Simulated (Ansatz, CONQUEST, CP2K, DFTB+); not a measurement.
# DFTB+ on random packing of Li (88 atoms): settings against a plane-wave reference

Aim: run random packing of Li (88 atoms) in DFTB+ and see how near its forces come to a plane-wave reference, and at what cost.

Main program and level: DFTB+ 25.1; the method is named at each step.

## 1. The structure

The cell holds 88 atoms: 88 Li. Cell: a = 12.701 Å, b = 12.701 Å, c = 12.701 Å, α = 90.0°, β = 90.0°, γ = 90.0°. 88 atoms (88 Li) packed at random in a cube at 0.495 g/cm³ and pushed apart as soft spheres; a start for melting by ab initio MD, not an equilibrated structure. Then every atom was moved at random, 0.03 Å r.m.s. a Cartesian component.

Coordinates:

```cif
data_structure
_symmetry_space_group_name_H-M 'P 1'
_symmetry_Int_Tables_number 1
_cell_length_a 12.7007
_cell_length_b 12.7007
_cell_length_c 12.7007
_cell_angle_alpha 90.000
_cell_angle_beta 90.000
_cell_angle_gamma 90.000
_cell_volume 2048.72
loop_
_atom_site_label
_atom_site_type_symbol
_atom_site_fract_x
_atom_site_fract_y
_atom_site_fract_z
_atom_site_occupancy
Li1 Li 0.37755 0.73956 0.20166 1
Li2 Li 0.65142 0.67250 0.58876 1
Li3 Li 0.86127 0.11376 0.53318 1
Li4 Li 0.94755 0.25423 0.67680 1
Li5 Li 0.46294 0.90187 0.85971 1
Li6 Li 0.08997 0.03673 0.84976 1
Li7 Li 0.85476 0.54672 0.76202 1
Li8 Li 0.25922 0.46198 0.22129 1
Li9 Li 0.75043 0.95761 0.56245 1
Li10 Li 0.39157 0.04295 0.10414 1
Li11 Li 0.58591 0.55524 0.73177 1
Li12 Li 0.34423 0.42144 0.04505 1
Li13 Li 0.97092 0.63528 0.50134 1
Li14 Li 0.54191 0.58078 0.17034 1
Li15 Li 0.67515 0.22225 0.58630 1
Li16 Li 0.28609 0.68789 0.75736 1
Li17 Li 0.15330 0.63136 0.28411 1
Li18 Li 0.02751 0.18036 0.02942 1
Li19 Li 0.66700 0.07159 0.43761 1
Li20 Li 0.55563 0.06481 0.59585 1
Li21 Li 0.37663 0.63080 0.36477 1
Li22 Li 0.87340 0.12669 0.91472 1
Li23 Li 0.89505 0.18582 0.17545 1
Li24 Li 0.12143 0.81535 0.05978 1
Li25 Li 0.25638 0.28598 0.70767 1
Li26 Li 0.59876 0.77272 0.92700 1
Li27 Li 0.90413 0.62311 0.97939 1
Li28 Li 0.25002 0.76180 0.47705 1
Li29 Li 0.34832 0.38690 0.84912 1
Li30 Li 0.08567 0.69591 0.91089 1
Li31 Li 0.46416 0.45486 0.29514 1
Li32 Li 0.95747 0.95774 0.03040 1
Li33 Li 0.80772 0.38095 0.96712 1
Li34 Li 0.59034 0.31789 0.34931 1
Li35 Li 0.17503 0.29819 0.04912 1
Li36 Li 0.33117 0.07318 0.70255 1
Li37 Li 0.47205 0.10758 0.29518 1
Li38 Li 0.64333 0.74739 0.14867 1
Li39 Li 0.71479 0.44842 0.43737 1
Li40 Li 0.12290 0.40996 0.77565 1
Li41 Li 0.80891 0.55617 0.57462 1
Li42 Li 0.21728 0.17188 0.55473 1
Li43 Li 0.81979 0.40274 0.18597 1
Li44 Li 0.35632 0.28700 0.29994 1
Li45 Li 0.53997 0.55936 0.44335 1
Li46 Li 0.26708 0.03055 0.93159 1
Li47 Li 0.45707 0.24412 0.63000 1
Li48 Li 0.40256 0.59953 0.59323 1
Li49 Li 0.69454 0.92540 0.01826 1
Li50 Li 0.79573 0.12707 0.71429 1
Li51 Li 0.56976 0.39279 0.96310 1
Li52 Li 0.71904 0.57533 0.08687 1
Li53 Li 0.56112 0.75054 0.41781 1
Li54 Li 0.05743 0.81111 0.48688 1
Li55 Li 0.04203 0.69100 0.72531 1
Li56 Li 0.99052 0.48643 0.62241 1
Li57 Li 0.90475 0.80243 0.62595 1
Li58 Li 0.42476 0.79342 0.02086 1
Li59 Li 0.01455 0.30510 0.26874 1
Li60 Li 0.16304 0.10661 0.32993 1
Li61 Li 0.77225 0.33312 0.71382 1
Li62 Li 0.26962 0.44963 0.59860 1
Li63 Li 0.61130 0.98189 0.18480 1
Li64 Li 0.20165 0.10251 0.12467 1
Li65 Li 0.10912 0.40609 0.41222 1
Li66 Li 0.42794 0.59766 0.93640 1
Li67 Li 0.77504 0.06069 0.26963 1
Li68 Li 0.84986 0.73711 0.38251 1
Li69 Li 0.91839 0.94670 0.75830 1
Li70 Li 0.35428 0.23350 0.09412 1
Li71 Li 0.25729 0.91814 0.16179 1
Li72 Li 0.79878 0.29553 0.34757 1
Li73 Li 0.93695 0.95178 0.24533 1
Li74 Li 0.96617 0.29299 0.48781 1
Li75 Li 0.93420 0.62555 0.22857 1
Li76 Li 0.65586 0.10487 0.91610 1
Li77 Li 0.78999 0.82925 0.85224 1
Li78 Li 0.98546 0.28091 0.87367 1
Li79 Li 0.75261 0.60289 0.28549 1
Li80 Li 0.22975 0.56953 0.99226 1
Li81 Li 0.67967 0.16063 0.12532 1
Li82 Li 0.35420 0.92910 0.47452 1
Li83 Li 0.14604 0.98513 0.55700 1
Li84 Li 0.06211 0.45293 0.02196 1
Li85 Li 0.49226 0.86675 0.64744 1
Li86 Li 0.45630 0.22780 0.92212 1
Li87 Li 0.71456 0.87336 0.34451 1
Li88 Li 0.19504 0.87949 0.79008 1
```

The yardstick, on the same geometry:

```
method                 : Kohn-Sham DFT, PBE, PAW, plane waves (Ansatz 0.2.0); cutoff 420 eV, Γ point, fermi-dirac smearing of 0.05 eV; PAW set soft_2
r.m.s. force component : 0.3791 eV/Å
longest force          : 1.207 eV/Å
pressure               : 0.9614 GPa
SCF cycles             : 9
time                   : 31 s on 4 threads of AMD EPYC 7R43, shared host
CPU time               : 1.8 min
```

## 2. IPEA1-xTB

Method: IPEA1-xTB tight binding, diagonalisation.

dftb_in.hsd reads:

```
Geometry = GenFormat {
  <<< geo.gen
}
Driver = {}
Hamiltonian = xTB {
  Method = "IPEA1-xTB"
  SccTolerance = 1e-06
  MaxSccIterations = 300
  Mixer = Broyden { MixingParameter = 0.05 }
  Filling = Fermi { Temperature [K] = 580 }
  KPointsAndWeights = { 0.0 0.0 0.0 1.0 }
}
Analysis {
  PrintForces = Yes
  MullikenAnalysis = Yes
}
ParserOptions { ParserVersion = 14 }
```

geo.gen reads:

```
88 F
Li
1 1 0.37755 0.73956 0.20166
2 1 0.65142 0.67250 0.58876
3 1 0.86127 0.11376 0.53318
4 1 0.94755 0.25423 0.67680
5 1 0.46294 0.90187 0.85971
6 1 0.08997 0.03673 0.84976
7 1 0.85476 0.54672 0.76202
8 1 0.25922 0.46198 0.22129
9 1 0.75043 0.95761 0.56245
10 1 0.39157 0.04295 0.10414
11 1 0.58591 0.55524 0.73177
12 1 0.34423 0.42144 0.04505
13 1 0.97092 0.63528 0.50134
14 1 0.54191 0.58078 0.17034
15 1 0.67515 0.22225 0.58630
16 1 0.28609 0.68789 0.75736
17 1 0.15330 0.63136 0.28411
18 1 0.02751 0.18036 0.02942
19 1 0.66700 0.07159 0.43761
20 1 0.55563 0.06481 0.59585
21 1 0.37663 0.63080 0.36477
22 1 0.87340 0.12669 0.91472
23 1 0.89505 0.18582 0.17545
24 1 0.12143 0.81535 0.05978
25 1 0.25638 0.28598 0.70767
26 1 0.59876 0.77272 0.92700
27 1 0.90413 0.62311 0.97939
28 1 0.25002 0.76180 0.47705
29 1 0.34832 0.38690 0.84912
30 1 0.08567 0.69591 0.91089
31 1 0.46416 0.45486 0.29514
32 1 0.95747 0.95774 0.03040
33 1 0.80772 0.38095 0.96712
34 1 0.59034 0.31789 0.34931
35 1 0.17503 0.29819 0.04912
36 1 0.33117 0.07318 0.70255
37 1 0.47205 0.10758 0.29518
38 1 0.64333 0.74739 0.14867
39 1 0.71479 0.44842 0.43737
40 1 0.12290 0.40996 0.77565
41 1 0.80891 0.55617 0.57462
42 1 0.21728 0.17188 0.55473
43 1 0.81979 0.40274 0.18597
44 1 0.35632 0.28700 0.29994
45 1 0.53997 0.55936 0.44335
46 1 0.26708 0.03055 0.93159
47 1 0.45707 0.24412 0.63000
48 1 0.40256 0.59953 0.59323
49 1 0.69454 0.92540 0.01826
50 1 0.79573 0.12707 0.71429
51 1 0.56976 0.39279 0.96310
52 1 0.71904 0.57533 0.08687
53 1 0.56112 0.75054 0.41781
54 1 0.05743 0.81111 0.48688
55 1 0.04203 0.69100 0.72531
56 1 0.99052 0.48643 0.62241
[... 32 atom lines left out ...]
0.0 0.0 0.0
12.70070 0.00000 0.00000
0.00000 12.70070 0.00000
0.00000 0.00000 12.70070
```

Run with:

```sh
$ OMP_NUM_THREADS=1 dftb+ > output.txt
```

Output:

```text
Reading input file 'dftb_in.hsd'
Parser version: 14
--------------------------------------------------------------------------------
Processed input in HSD format written to 'dftb_pin.hsd'
Starting initialization...
--------------------------------------------------------------------------------
WARNING!
-> Dipole printed for extended system : value printed is not well defined
Mode:                        Static calculation
Self consistent charges:     Yes
SCC-tolerance:                 0.100000E-05
Max. scc iterations:                    300
Shell resolved Hubbard:      Yes
Spin polarisation:           No
Nr. of up electrons:            44.000000
Nr. of down electrons:          44.000000
Periodic boundaries:         Yes
Electronic solver:           Relatively robust
Mixer:                       Broyden mixer
Mixing parameter:                  0.050000
Nr. of chrg. vec. in memory:            300
Max. SCC-cycles:                        300
tblite library version:      0.3.0
-> parametrization:          IPEA1-xTB
-> repulsion:                Yes
-> dispersion:               Yes
-> halogen bonding:          Yes
-> electrostatics:           Yes
   -> isotropic:             Yes
   -> anisotropic:           No
   -> third-order:           Yes
Electronic temperature:              0.183675E-02 H      0.499806E-01 eV
Initial charges:             Set automatically (system chrg:   0.000E+00)
Included shells:            Li:  s, p
K-points and weights:           1:  0.000000  0.000000  0.000000     1.000000
K-points in absolute space:     1:  0.000000  0.000000  0.000000
Extra options:
                             Mulliken analysis
                             Force calculation
Force type                   original
--------------------------------------------------------------------------------
***  Geometry step: 0
 iSCC Total electronic   Diff electronic      SCC error
    1   -0.28052293E+02    0.00000000E+00    0.55593553E+00
    2   -0.28057089E+02   -0.28052293E+02    0.52384162E+00
    3   -0.28070082E+02   -0.47965390E-02    0.19142673E+00
    4   -0.28110872E+02   -0.12992586E-01    0.12561193E+00
    5   -0.28118445E+02   -0.40789602E-01    0.11210716E+00
    6   -0.28101142E+02   -0.75731735E-02    0.10543465E+00
    7   -0.28082522E+02    0.17302982E-01    0.10371261E+00
    8   -0.28069041E+02    0.18619596E-01    0.92089411E-01
    9   -0.28070832E+02    0.13480671E-01    0.95044479E-01
   10   -0.28076305E+02   -0.17904756E-02    0.10366905E+00
   11   -0.28070983E+02   -0.54729112E-02    0.10040748E+00
   12   -0.28064201E+02    0.53216669E-02    0.95337272E-01
[...]
>> Charges saved for restart in charges.bin
[...]
>> Charges saved for restart in charges.bin
[...]
>> Charges saved for restart in charges.bin
[...]
>> Charges saved for restart in charges.bin
[...]
>> Charges saved for restart in charges.bin
[...]
>> Charges saved for restart in charges.bin
[...]
>> Charges saved for restart in charges.bin
[...]
>> Charges saved for restart in charges.bin
[...]
>> Charges saved for restart in charges.bin
[...]
>> Charges saved for restart in charges.bin
[...]
>> Charges saved for restart in charges.bin
[...]
230   -0.28037308E+02    0.30569680E-09    0.63897796E-05
  231   -0.28037308E+02   -0.20772362E-09    0.18148996E-05
  232   -0.28037308E+02   -0.75669995E-08    0.17793702E-05
  233   -0.28037308E+02   -0.30158986E-10    0.16155037E-05
>> Charges saved for restart in charges.bin
  234   -0.28037308E+02   -0.33754688E-09    0.72923484E-06
Total Energy:                      -28.0386975785 H         -762.9718 eV
Extrapolated to 0K:                -28.0477612582 H         -763.2184 eV
Total Mermin free energy:          -28.0568249379 H         -763.4651 eV
Force related energy:              -28.0568249379 H         -763.4651 eV
Volume:                              0.138255E+05 au^3   0.204872E+04 A^3
Pressure:                            0.113918E-03 au     0.335158E+10 Pa
```

detailed.out:

```text
Fermi distribution function
Calculation with static geometry
********************************************************************************
 iSCC Total electronic   Diff electronic      SCC error
  234   -0.28037308E+02   -0.33754688E-09    0.72923484E-06
********************************************************************************
 Total charge:    -0.00000000
 Atomic gross charges (e)
 Atom           Charge
    1      -0.03948244
    2       0.03373342
    3       0.08360483
    4       0.09094092
    5       0.04343429
    6       0.10817146
    7      -0.14484789
    8       0.03850666
    9       0.02918372
   10       0.07672847
   11      -0.12919138
   12       0.04127035
[...]
84      -0.11503845
   85      -0.02280199
   86       0.04972216
   87       0.06898632
   88       0.14922640
Fermi level:                        -0.3065321962 H           -8.3412 eV
Band energy:                       -33.0902663295 H         -900.4320 eV
TS:                                  0.0181273594 H            0.4933 eV
Band free energy (E-TS):           -33.1083936889 H         -900.9252 eV
Extrapolated E(0K):                -33.0993300092 H         -900.6786 eV
Input / Output electrons (q):     88.0000000000     88.0000000000
Energy H0:                         -28.1423384919 H         -765.7920 eV
Energy SCC:                          0.1050305136 H            2.8580 eV
Total Electronic energy:           -28.0373079784 H         -762.9340 eV
Repulsive energy:                    0.3105922659 H            8.4516 eV
Halogen correction energy:           0.0000000000 H            0.0000 eV
Total energy:                      -28.0386975785 H         -762.9718 eV
Extrapolated to 0:                 -28.0477612582 H         -763.2184 eV
Total Mermin free energy:          -28.0568249379 H         -763.4651 eV
Force related energy:              -28.0568249379 H         -763.4651 eV
Non-constrained calculation
SCC converged
Total Forces
    1     -0.002401353050     -0.000270136135      0.000740720284
    2     -0.003465129624      0.002522194372      0.000417053076
    3      0.002895718827      0.003282478321     -0.004563828851
    4      0.003658011642      0.000050090253      0.000100259709
    5     -0.001067330258      0.001690786588     -0.003459308620
    6     -0.004671374532      0.001398033550     -0.000711706976
    7     -0.000530411126      0.000008024574      0.003765239469
    8     -0.001845425419      0.002387896068      0.003174414421
    9      0.000982428379     -0.007481845299      0.003696671759
   10      0.007036798198     -0.000793327496     -0.000637391127
   11     -0.000908764012      0.000671686465      0.000151793138
[...]
84     -0.003250932962      0.002693279820     -0.000361110696
   85     -0.000577724104      0.000414256412     -0.000476750298
   86      0.004238026070     -0.001727707791      0.000284736130
   87     -0.000959660443      0.002826634634      0.001051702929
   88      0.000561956944     -0.000641255511      0.001182331658
Total stress tensor
      0.000108210387      0.000004479088      0.000009073845
      0.000004479088      0.000123464075      0.000000816518
      0.000009073845      0.000000816518      0.000110079197
Total lattice derivs
     -0.062333560643     -0.002580135802     -0.005226901695
     -0.002580135802     -0.071120302142     -0.000470347568
     -0.005226901695     -0.000470347568     -0.063410071028
Maximal derivative component:        0.852110E-02 au
Volume:                              0.138255E+05 au^3
Pressure:                            0.113918E-03 au     0.335158E+10 Pa
Warning: dipole moment is not defined absolutely!
Dipole moment:  -11.53667568    7.78183482   -5.99280786 au
Dipole moment:  -29.32330705   19.77945277  -15.23219946 Debye
```

Run time: 50 s. Hardware: 1 thread of AMD EPYC 7R43, shared host; peak memory 0.24 GiB.

Banners, paths, timers and routine set-up lines are dropped from the logs unmarked, and long logs keep their key lines alone; longer cuts are marked.

Numbers from this run, and their distance from the reference:

* r.m.s. force component: 0.1423 eV/Å
* r.m.s. difference of force components: 314.9 meV/Å
* longest difference of force vectors: 898.8 meV/Å
* force difference over r.m.s. force: 83.06 %
* slope of forces against the reference's: 0.2256
* correlation of force components: 0.6008
* pressure: 3.352 GPa
* pressure difference: 2.39 GPa

Local excerpt of 9 atoms (numbers count through the whole input) about Li51, whose charge lies farthest from its element's mean; x, y, z are measured from there.

| atom | x | y | z | distance (Å) | bonds | Mulliken charge (e) | Fx | Fy | Fz (eV/Å) |
| --- | --- | --- | --- | --- | --- | --- | --- | --- | --- |
| Li51 | 0.00 | 0.00 | 0.00 | 0.00 | 1 | -0.39 | -0.017 | 0.000 | -0.322 |
| Li86 | -1.44 | -2.10 | -0.52 | 2.60 | 4 | 0.05 | 0.218 | -0.089 | 0.015 |
| Li33 | 3.02 | -0.15 | 0.05 | 3.03 | 2 | -0.02 | -0.199 | 0.093 | 0.057 |
| Li12 | -2.86 | 0.36 | 1.04 | 3.07 | 6 | 0.04 | 0.215 | 0.090 | -0.007 |
| Li29 | -2.81 | -0.07 | -1.45 | 3.16 | 3 | -0.02 | 0.076 | 0.202 | -0.086 |
| Li66 | -1.80 | 2.60 | -0.34 | 3.18 | 3 | 0.04 | 0.103 | 0.019 | -0.138 |
| Li52 | 1.90 | 2.32 | 1.57 | 3.38 | 5 | -0.34 | 0.200 | -0.164 | -0.359 |
| Li14 | -0.35 | 2.39 | 2.63 | 3.57 | 4 | 0.07 | -0.150 | 0.036 | -0.101 |
| Li11 | 0.21 | 2.06 | -2.94 | 3.60 | 2 | -0.13 | -0.047 | 0.035 | 0.008 |

Forces lie 83 % from the reference's, at 0.47 times its CPU time (on 1 against 4 cores); the SCF took 234 steps, which the time reflects.

Further runs of this program without a result: DFTB+ GFN2-xTB (not converged).

## 3. What came out

| Item | Value |
| --- | --- |
| force difference from the reference | DFTB+ IPEA1-xTB, 83 % |
| its CPU time | 50 s |

What this shows: Tight binding differs by 83 % (DFTB+ IPEA1-xTB); it is another model, with fitted parameters of its own, and the xTB methods hold dispersion. IPEA1-xTB was fitted to ionisation energies and electron affinities, not to forces or charges. DFTB+ IPEA1-xTB needed 234 SCF steps, so its time overstates the method's usual cost. One electronic-structure run takes under half the reference's CPU time: DFTB+ IPEA1-xTB, at 83 % in 50 s against 1.8 min, too far off to be of use; its pressure misses by +2.4 GPa. Periodic xTB results under one method name differ between programs and library versions (DFTB+ here holds tblite 0.3). The electronic-structure runs sample only Γ, in a cell whose shortest periodic width is 13 Å, which is coarse for a cell with partly filled levels.

[Also dropped from logs without a mark: logging warnings of Python, and SIESTA's first energy breakdown and zero terms.]

[Logs are printed without paths, hosts, clocks, repeated set-up lines and the standing remarks that a program may print on its own settings, such as how far it seeks lower states.]

[Hosts, paths, dates, database ids (printed as entryN), source tags and the programs' standing remarks are cut or masked in the printed files.]
